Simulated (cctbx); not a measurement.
**Sc7Ga6Ge8: precision against data quality**

Space group I4/mmm (no. 139), a = 10.1390 Å, b = 10.1390 Å, c = 14.5290 Å, α = 90.00°, β = 90.00°, γ = 90.00°.

```
atom  mult.       x       y       z  Ueq (Å²)
 Ge1     16  0.2030  0.7970  0.1660    0.0152
 Ge2      8     1/2  0.8708       0    0.0103
 Ge3      4     1/2       0     1/4    0.0129
 Ge4      4     1/2     1/2  0.1113    0.0108
 Ga1      8  0.1222  0.8778       0    0.0115
 Ga2     16  0.1823     1/2  0.4086    0.0174
 Sc1      8  0.3185  0.6815       0    0.0145
 Sc2      4     1/2     1/2  0.3444    0.0139
 Sc3     16  0.2451     1/2  0.1953    0.0171
```

The model is made up (kin elements in a known structure type, no relaxation), so it says nothing on whether the phase exists.

Five simulated data sets (cctbx; Ag Kα, λ = 0.56087 Å; 1.5 % proportional error) differ in resolution or exposure (noise floor 8 counts in the first three, 8 in the last two). Each is refined with the right model, isotropic at 1.1 Å and anisotropic otherwise. How do the figures of merit and the uncertainties move?

| d min (Å) | top counts | ⟨I/σ⟩ (unmerged, absences included) | unique | param. (scale apart) | Rint | R1 | GooF | largest s.u. xyz (fractional) | s.u. U of Sc1 (Å²) | largest error (Å) |
| --- | --- | --- | --- | --- | --- | --- | --- | --- | --- | --- |
| 1.1 | 20000 | 9.2 | 200 | 20 | 0.024 | 0.0111 | 1.15 | 0.00017 | 0.0004 | 0.0036 |
| 0.84 | 20000 | 7.2 | 415 | 38 | 0.030 | 0.0108 | 0.90 | 0.00009 | 0.0003 | 0.0010 |
| 0.6 | 20000 | 6.3 | 1070 | 38 | 0.031 | 0.0115 | 0.94 | 0.00005 | 0.0001 | 0.0007 |
| 0.75 | 300 | 0.4 | 575 | 38 | 0.552 | 0.1097 | 0.96 | 0.00173 | 0.0067 | 0.0456 |
| 0.75 | 3000 | 2.1 | 575 | 38 | 0.109 | 0.0336 | 0.97 | 0.00030 | 0.0009 | 0.0065 |

The number of reflections grows roughly as 1/d³: 200, 415 and 1070 here. R1 follows the noise rather than the truth: at 300 counts it is 0.1097, at 3000 counts 0.0336, while GooF is 0.96 and 0.97: the weights 1/σ² carry the noise. The s.u. of U (U11 where anisotropic) for Sc1 goes 0.0004, 0.0003, 0.0001 Å² with resolution and 0.0067, 0.0009 Å² with exposure.

Hardware for the 0.6 Å refinement: 0.54 s on 1 thread of Arm Neoverse V2, with other jobs on the host, peak memory 0.1 GiB.

[Logs are printed without paths, hosts, clocks, repeated set-up lines and the standing remarks that a program may print on its own settings, such as how far it seeks lower states.]
